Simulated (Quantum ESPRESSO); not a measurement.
# Zr(0001), 5 layers against a metal electrode: a series in the charge of the slab, part 2 of 4

What law, if any, do the results for Zr(0001), 5 layers against a metal electrode follow against the charge of the slab?

Quantum ESPRESSO 7.5; plane-wave DFT, PBE, GBRV ultrasoft pseudopotentials.

So far. Step 2 (Variable-cell relaxation of the reference):  The last row is no step: it is a fresh SCF in the final cell with a new plane-wave basis, -0 meV from the row before.

### 3. Relaxation with pw.x of the reference

What the set-up leaves free in this member is relaxed.

System of this step: Zr(0001), 5 layers. The cell holds 5 atoms: 5 Zr. Its edges and angles: a = 3.233 Å, b = 3.233 Å, c = 25.385 Å, α = 90.0°, β = 90.0°, γ = 60.0°. It derives from Zr. Vacuum lies along c.

ref.relax.in

```
&control
  prefix = 'ref.relax'
  outdir = './out'
  pseudo_dir = './pseudo'
  nstep = 40
  forc_conv_thr = 0.001
  calculation = 'relax'
/
&system
  ibrav = 0
  nat = 5
  ntyp = 1
  ecutwfc = 40
  ecutrho = 200
  occupations = 'smearing'
  smearing = 'mv'
  degauss = 0.02
/
&electrons
  conv_thr = 1e-08
  mixing_beta = 0.4
  electron_maxstep = 120
  mixing_mode = 'local-TF'
/
&ions
/
ATOMIC_SPECIES
  Zr  91.2240  zr_pbe_v1.uspp.F.UPF
CELL_PARAMETERS angstrom
  3.23282280700000 0.00000000000000 0.00000000000000
  1.61641140350000 2.79970667679572 0.00000000000000
  0.00000000000000 0.00000000000000 25.38485868954650
ATOMIC_POSITIONS crystal
  Zr  0.000000000000 0.000000000000 0.296550758814
  Zr  0.666666666700 0.666666666700 0.398275379407
  Zr  0.000000000000 0.000000000000 0.500000000000 0 0 0
  Zr  0.666666666700 0.666666666700 0.601724620593
  Zr  0.000000000000 0.000000000000 0.703449241186
K_POINTS automatic
  12 12 1 0 0 0
```

Command:

```sh
OMP_NUM_THREADS=1 mpirun -n 4 pw.x -nk 4 -in ref.relax.in > ref.relax.out
```

The log of the run:

```text
[banner, memory and clock lines left out]
Program PWSCF v.7.5 starts

          URL

     Message from routine setup:
     using ibrav=0 with symmetry is DISCOURAGED, use correct ibrav instead

     G-vector sticks info

     bravais-lattice index     =            0
     lattice parameter (alat)  =       6.1091  a.u.
     unit-cell volume          =    1550.4786 (a.u.)^3
     number of atoms/cell      =            5
     number of atomic types    =            1
     number of electrons       =        60.00
     number of Kohn-Sham states=           36
     kinetic-energy cutoff     =      40.0000  Ry
     charge density cutoff     =     200.0000  Ry
     scf convergence threshold =      1.0E-08
     mixing beta               =       0.4000
     number of iterations used =            8  local-TF  mixing
     energy convergence thresh.=      1.0E-04
     force convergence thresh. =      1.0E-03
     Exchange-correlation= SLA  PW   PBE  PBE
                           (   1   4   3   4   0   0   0)
     nstep                     =           40

     celldm(1)=   6.109150  celldm(2)=   0.000000  celldm(3)=   0.000000
     celldm(4)=   0.000000  celldm(5)=   0.000000  celldm(6)=   0.000000

     crystal axes: (cart. coord. in units of alat)
               a(1) = (   1.000000   0.000000   0.000000 )
               a(2) = (   0.500000   0.866025   0.000000 )
               a(3) = (   0.000000   0.000000   7.852227 )

     reciprocal axes: (cart. coord. in units 2 pi/alat)
               b(1) = (  1.000000 -0.577350  0.000000 )
               b(2) = (  0.000000  1.154701  0.000000 )
               b(3) = (  0.000000  0.000000  0.127352 )

     PseudoPot. # 1 for Zr read from file:
     ./pseudo/zr_pbe_v1.uspp.F.UPF
     Pseudo is Ultrasoft + core correction, Zval = 12.0
     Generated by new atomic code, or converted to UPF format
     Using radial grid of  887 points,  6 beta functions with:
                l(1) =   0
                l(2) =   0
                l(3) =   1
                l(4) =   1
                l(5) =   2
                l(6) =   2
     Q(r) pseudized with  6 coefficients,  rinner =    1.200   1.200   1.200
                                                       1.200   1.200

     atomic species   valence    mass     pseudopotential
     Zr               12.00    91.22400     Zr( 1.00)

     12 Sym. Ops. (no inversion) found

   Cartesian axes

     site n.     atom                  positions (alat units)
         1        Zr     tau(   1) = (   0.0000000   0.0000000   2.3285839  )
         2        Zr     tau(   2) = (   1.0000000   0.5773503   3.1273487  )
         3        Zr     tau(   3) = (   0.0000000   0.0000000   3.9261135  )
         4        Zr     tau(   4) = (   1.0000000   0.5773503   4.7248783  )
         5        Zr     tau(   5) = (   0.0000000   0.0000000   5.5236432  )

     number of k points=    19  Marzari-Vanderbilt smearing, width (Ry)=  0.0200
                       cart. coord. in units 2pi/alat
        k(    1) = (   0.0000000   0.0000000   0.0000000), wk =   0.0138889
        k(    2) = (   0.0000000   0.0962250   0.0000000), wk =   0.0833333
        k(    3) = (   0.0000000   0.1924501   0.0000000), wk =   0.0833333
        k(    4) = (   0.0000000   0.2886751   0.0000000), wk =   0.0833333
        k(    5) = (   0.0000000   0.3849002   0.0000000), wk =   0.0833333
        k(    6) = (   0.0000000   0.4811252   0.0000000), wk =   0.0833333
        k(    7) = (   0.0000000  -0.5773503   0.0000000), wk =   0.0416667
        k(    8) = (   0.0833333   0.1443376   0.0000000), wk =   0.0833333
        k(    9) = (   0.0833333   0.2405626   0.0000000), wk =   0.1666667
        k(   10) = (   0.0833333   0.3367877   0.0000000), wk =   0.1666667
        k(   11) = (   0.0833333   0.4330127   0.0000000), wk =   0.1666667
        k(   12) = (   0.0833333  -0.6254628   0.0000000), wk =   0.1666667
        k(   13) = (   0.1666667   0.2886751   0.0000000), wk =   0.0833333
        k(   14) = (   0.1666667   0.3849002   0.0000000), wk =   0.1666667
        k(   15) = (   0.1666667  -0.6735753   0.0000000), wk =   0.1666667
        k(   16) = (   0.1666667  -0.5773503   0.0000000), wk =   0.0833333
        k(   17) = (   0.2500000  -0.7216878   0.0000000), wk =   0.0833333
        k(   18) = (   0.2500000  -0.6254628   0.0000000), wk =   0.1666667
        k(   19) = (   0.3333333  -0.5773503   0.0000000), wk =   0.0277778

     Dense  grid:    74045 G-vectors     FFT dimensions: (  27,  27, 216)

     Smooth grid:    53173 G-vectors     FFT dimensions: (  25,  25, 200)

     Check: negative core charge=   -0.000001

     Initial potential from superposition of free atoms

     starting charge      59.9893, renormalised to      60.0000

     negative rho (up, down):  3.102E-01 0.000E+00
     Starting wfcs are   65 randomized atomic wfcs

     per-process dynamical memory:    66.1 Mb

     Self-consistent Calculation

     iteration #  1     ecut=    40.00 Ry     beta= 0.40
     Davidson diagonalization with overlap
     ethr =  1.00E-02,  avg # of iterations =  2.0

     negative rho (up, down):  3.094E-01 0.000E+00

     total energy              =    -495.65262026 Ry
     estimated scf accuracy    <       5.42507366 Ry

     iteration #  2     ecut=    40.00 Ry     beta= 0.40
     Davidson diagonalization with overlap
     ethr =  9.04E-03,  avg # of iterations =  1.0

     negative rho (up, down):  3.097E-01 0.000E+00

     total energy              =    -495.60888907 Ry
     estimated scf accuracy    <       1.22860888 Ry

     iteration #  3     ecut=    40.00 Ry     beta= 0.40
     Davidson diagonalization with overlap
     ethr =  2.05E-03,  avg # of iterations =  1.9

     negative rho (up, down):  3.127E-01 0.000E+00

     total energy              =    -495.60684303 Ry
     estimated scf accuracy    <       0.16037137 Ry

     iteration #  4     ecut=    40.00 Ry     beta= 0.40
     Davidson diagonalization with overlap
     ethr =  2.67E-04,  avg # of iterations =  5.8

     negative rho (up, down):  3.146E-01 0.000E+00

     total energy              =    -495.62177684 Ry
     estimated scf accuracy    <       0.14572687 Ry

     iteration #  5     ecut=    40.00 Ry     beta= 0.40
     Davidson diagonalization with overlap
     ethr =  2.43E-04,  avg # of iterations =  2.5

     negative rho (up, down):  3.151E-01 0.000E+00

     total energy              =    -495.61955582 Ry
     estimated scf accuracy    <       0.15214428 Ry

     iteration #  6     ecut=    40.00 Ry     beta= 0.40
     Davidson diagonalization with overlap
[...]
iteration #  3     ecut=    40.00 Ry     beta= 0.40
     Davidson diagonalization with overlap
     ethr =  5.35E-09,  avg # of iterations =  1.6

     negative rho (up, down):  3.039E-01 0.000E+00

     total energy              =    -495.63306796 Ry
     estimated scf accuracy    <       0.00000011 Ry

     iteration #  4     ecut=    40.00 Ry     beta= 0.40
     Davidson diagonalization with overlap
     ethr =  1.80E-10,  avg # of iterations =  5.2

     negative rho (up, down):  3.039E-01 0.000E+00

     total energy              =    -495.63306801 Ry
     estimated scf accuracy    <       0.00000005 Ry

     iteration #  5     ecut=    40.00 Ry     beta= 0.40
     Davidson diagonalization with overlap
     ethr =  7.84E-11,  avg # of iterations =  1.1

     negative rho (up, down):  3.039E-01 0.000E+00

     total energy              =    -495.63306799 Ry
     estimated scf accuracy    <       0.00000003 Ry

     iteration #  6     ecut=    40.00 Ry     beta= 0.40
     Davidson diagonalization with overlap
     ethr =  4.50E-11,  avg # of iterations =  4.1

     negative rho (up, down):  3.039E-01 0.000E+00

     total energy              =    -495.63306800 Ry
     estimated scf accuracy    <       0.00000001 Ry

     iteration #  7     ecut=    40.00 Ry     beta= 0.40
     Davidson diagonalization with overlap
     ethr =  2.45E-11,  avg # of iterations =  1.4

     negative rho (up, down):  3.039E-01 0.000E+00

     total energy              =    -495.63306800 Ry
     estimated scf accuracy    <          2.8E-09 Ry

     iteration #  8     ecut=    40.00 Ry     beta= 0.40
     Davidson diagonalization with overlap
     ethr =  4.61E-12,  avg # of iterations =  4.8

     negative rho (up, down):  3.039E-01 0.000E+00

     total energy              =    -495.63306800 Ry
     estimated scf accuracy    <          5.0E-09 Ry

     iteration #  9     ecut=    40.00 Ry     beta= 0.40
     Davidson diagonalization with overlap
     ethr =  4.61E-12,  avg # of iterations =  2.6

     negative rho (up, down):  3.039E-01 0.000E+00

     total energy              =    -495.63306800 Ry
     estimated scf accuracy    <          2.5E-10 Ry

     iteration # 10     ecut=    40.00 Ry     beta= 0.40
     Davidson diagonalization with overlap
     ethr =  4.17E-13,  avg # of iterations =  5.0

     negative rho (up, down):  3.039E-01 0.000E+00

     total energy              =    -495.63306800 Ry
     estimated scf accuracy    <          3.2E-10 Ry

     iteration # 11     ecut=    40.00 Ry     beta= 0.40
     Davidson diagonalization with overlap
     ethr =  4.17E-13,  avg # of iterations =  1.6

     negative rho (up, down):  3.039E-01 0.000E+00

     End of self-consistent calculation

          k = 0.0000 0.0000 0.0000 (  6589 PWs)   bands (ev):

   -43.7643 -43.7640 -43.5375 -43.4498 -43.4309 -22.1383 -22.0863 -21.7250
   -21.4117 -21.4117 -21.4114 -21.4114 -21.3548 -21.1970 -21.1970 -21.1898
   -21.1291 -21.1291 -21.1091 -21.1091  -0.1220   0.4798   1.3285   1.9364
     2.2109   4.9955   5.0717   5.7002   5.7098   5.9271   5.9271   6.0000
     6.0000   6.0434   6.0434   6.4004

          k = 0.0000 0.0962 0.0000 (  6605 PWs)   bands (ev):

   -43.7580 -43.7578 -43.5313 -43.4449 -43.4268 -22.1222 -22.0751 -21.7267
   -21.4796 -21.4607 -21.4238 -21.4235 -21.3474 -21.2354 -21.2094 -21.1950
   -21.1635 -21.1491 -21.1385 -21.1168   0.0681   0.6658   1.5100   2.1238
     2.3941   4.8437   5.0337   5.4117   5.5401   5.8167   5.8356   5.9882
     6.0799   6.1295   6.2098   6.2152

          k = 0.0000 0.1925 0.0000 (  6583 PWs)   bands (ev):

   -43.7409 -43.7408 -43.5139 -43.4314 -43.4157 -22.0789 -22.0464 -21.7436
   -21.6210 -21.5789 -21.4567 -21.4562 -21.4114 -21.3204 -21.2725 -21.2424
   -21.2310 -21.1940 -21.1642 -21.1382   0.5984   1.1727   1.9883   2.6158
     2.8670   4.4475   4.7965   4.9620   5.0521   5.3188   5.5463   5.7719
     5.9345   6.2089   6.3202   6.4195

          k = 0.0000 0.2887 0.0000 (  6607 PWs)   bands (ev):

   -43.7175 -43.7174 -43.4897 -43.4130 -43.4008 -22.0268 -22.0172 -21.8266
   -21.7928 -21.6831 -21.5623 -21.5011 -21.5003 -21.4434 -21.3751 -21.2861
   -21.2723 -21.2215 -21.1992 -21.1683   1.3391   1.8250   2.5118   3.0897
     3.2942   4.0458   4.3680   4.5827   4.7076   5.0089   5.1402   5.6758
     5.8048   6.1275   6.2501   6.4783

          k = 0.0000 0.3849 0.0000 (  6632 PWs)   bands (ev):

   -43.6939 -43.6938 -43.4647 -43.3946 -43.3866 -22.0269 -22.0213 -21.9499
   -21.9413 -21.7239 -21.7170 -21.5518 -21.5450 -21.5438 -21.4329 -21.3287
   -21.2962 -21.2617 -21.2341 -21.1992   2.0403   2.3016   2.6983   3.0359
     3.2385   3.8000   4.1124   4.2676   4.5399   5.2883   5.3365   5.8412
     5.9929   6.1606   6.2416   6.3436

          k = 0.0000 0.4811 0.0000 (  6636 PWs)   bands (ev):

   -43.6765 -43.6765 -43.4458 -43.3810 -43.3767 -22.1063 -22.1054 -22.0073
   -22.0027 -21.8249 -21.7107 -21.5974 -21.5768 -21.5753 -21.4481 -21.3592
   -21.3167 -21.3047 -21.2595 -21.2220   2.3670   2.4461   2.7027   2.7810
     2.9994   3.5767   4.0032   4.1873   4.4563   5.4403   5.6831   6.0561
     6.3438   6.4149   6.4155   6.6634

          k = 0.0000-0.5774 0.0000 (  6664 PWs)   bands (ev):

   -43.6701 -43.6701 -43.4387 -43.3761 -43.3732 -22.1459 -22.1444 -22.0297
   -22.0242 -21.8630 -21.6940 -21.6040 -21.5883 -21.5868 -21.4485 -21.3703
   -21.3257 -21.3256 -21.2688 -21.2304   2.3805   2.4651   2.6644   2.7785
     2.8531   3.4773   3.9715   4.1805   4.4479   5.4443   5.8653   5.9895
     6.3696   6.5290   6.5551   6.9898

          k = 0.0833 0.1443 0.0000 (  6598 PWs)   bands (ev):

   -43.7464 -43.7462 -43.5194 -43.4357 -43.4192 -22.0924 -22.0551 -21.7350
   -21.5750 -21.5419 -21.4527 -21.4495 -21.3790 -21.2907 -21.2455 -21.2405
   -21.1971 -21.1893 -21.1585 -21.1368   0.4299   1.0148   1.8446   2.4712
     2.7305   4.5675   4.9249   5.0251   5.1861   5.4447   5.6853   5.8176
     5.9416   6.1847   6.3309   6.4208

          k = 0.0833 0.2406 0.0000 (  6599 PWs)   bands (ev):

   -43.7261 -43.7260 -43.4986 -43.4198 -43.4062 -22.0435 -22.0250 -21.7790
   -21.7207 -21.6531 -21.5181 -21.4952 -21.4839 -21.3826 -21.3325 -21.2944
   -21.2400 -21.2119 -21.1930 -21.1707   1.0784   1.6152   2.3827   3.0265
     3.2529   4.1742   4.5084   4.6899   4.7568   4.9671   5.2018   5.6137
     5.8069   6.1203   6.2191   6.6093

          k = 0.0833 0.3368 0.0000 (  6612 PWs)   bands (ev):

   -43.7025 -43.7025 -43.4740 -43.4013 -43.3917 -22.0098 -22.0068 -21.8923
   -21.8747 -21.7168 -21.6533 -21.5644 -21.5447 -21.4847 -21.4086 -21.3396
   -21.2716 -21.2487 -21.2300 -21.2064   1.8406   2.2272   2.7761   3.2731
     3.4753   3.9091   4.2070   4.3730   4.5818   4.9135   5.0008   5.6242
     5.6709   6.0940   6.1221   6.4843

          k = 0.0833 0.4330 0.0000 (  6638 PWs)   bands (ev):

   -43.6820 -43.6820 -43.4519 -43.3853 -43.3797 -22.0566 -22.0542 -21.9743
   -21.9730 -21.7769 -21.7208 -21.6124 -21.5897 -21.5559 -21.4415 -21.3798
   -21.2967 -21.2926 -21.2622 -21.2362   2.4011   2.5351   2.8216   3.0320
     3.2617   3.7288   4.0826   4.2273   4.4910   5.3152   5.3158   5.8398
     6.0077   6.1789   6.2430   6.3051

          k = 0.0833-0.6255 0.0000 (  6631 PWs)   bands (ev):

   -43.6701 -43.6701 -43.4387 -43.3761 -43.3732 -22.1215 -22.1206 -22.0120
   -22.0087 -21.8439 -21.6923 -21.6260 -21.6211 -21.5911 -21.4454 -21.4024
   -21.3290 -21.3133 -21.2804 -21.2534   2.5082   2.5889   2.8272   2.8945
     3.0475   3.5642   4.0606   4.2372   4.4552   5.4163   5.6215   5.8448
     6.0411   6.3034   6.6261   6.6597

          k = 0.1667 0.2887 0.0000 (  6606 PWs)   bands (ev):

   -43.7057 -43.7056 -43.4773 -43.4038 -43.3936 -22.0058 -22.0056 -21.8544
   -21.8332 -21.7178 -21.6352 -21.5704 -21.5535 -21.4509 -21.3906 -21.3549
   -21.2538 -21.2530 -21.2289 -21.2286   1.7821   2.2251   2.8623   3.5084
     3.7537   3.9798   4.1804   4.2994   4.5044   4.7097   4.7855   5.4048
     5.6298   5.9452   6.0971   6.5940

          k = 0.1667 0.3849 0.0000 (  6621 PWs)   bands (ev):

   -43.6852 -43.6852 -43.4554 -43.3878 -43.3815 -22.0171 -
[key lines of the parts left out:]
the Fermi energy is     5.2205 ev
convergence has been achieved in  10 iterations
```

Run time: 4.5 min. Hardware: 4 MPI ranks of INTEL XEON PLATINUM 8581C at 2.10GHz (Emerald Rapids), shared host; peak memory 0.66 GiB.

The steps of the relaxation:

```tsv
step	energy less that of the first step (eV)	largest force (eV/Å)
1	0.0000	0.6409
2	-0.0268	0.5592
3	-0.0526	0.4616
4	-0.0827	0.2962
5	-0.1036	0.0609
6	-0.1039	0.0380
7	-0.1040	0.0417
8	-0.1042	0.0426
9	-0.1044	0.0410
10	-0.1048	0.0362
11	-0.1053	0.0268
12	-0.1057	0.0108
```

The atoms that moved most (Å):

```tsv
atom	dx	dy	dz	length
Zr1	0.000	0.000	0.101	0.101
Zr5	0.000	0.000	-0.101	0.101
Zr2	0.000	0.000	-0.065	0.065
Zr4	0.000	0.000	0.065	0.065
```

The relaxation lowers the energy by 21 meV an atom. On the free atoms the largest force ends at 0.011 eV/Å.

This step gave:

| Item | Value |
| --- | --- |
| free energy | -6743.4330 eV |
| Fermi energy | 5.215 eV |

[end of part 2 of 4]

[Logs are printed without paths, hosts, clocks, repeated set-up lines and the standing remarks that a program may print on its own settings, such as how far it seeks lower states.]

[Hosts, paths, dates, database ids (printed as entryN), source tags and the programs' standing remarks are cut or masked in the printed files.]

[Maps of the electrostatic potential energy from Ansatz leave out the sawtooth potential of an applied field or a dipole correction, so their vacuum need not be flat; planar profiles and work functions include it.]
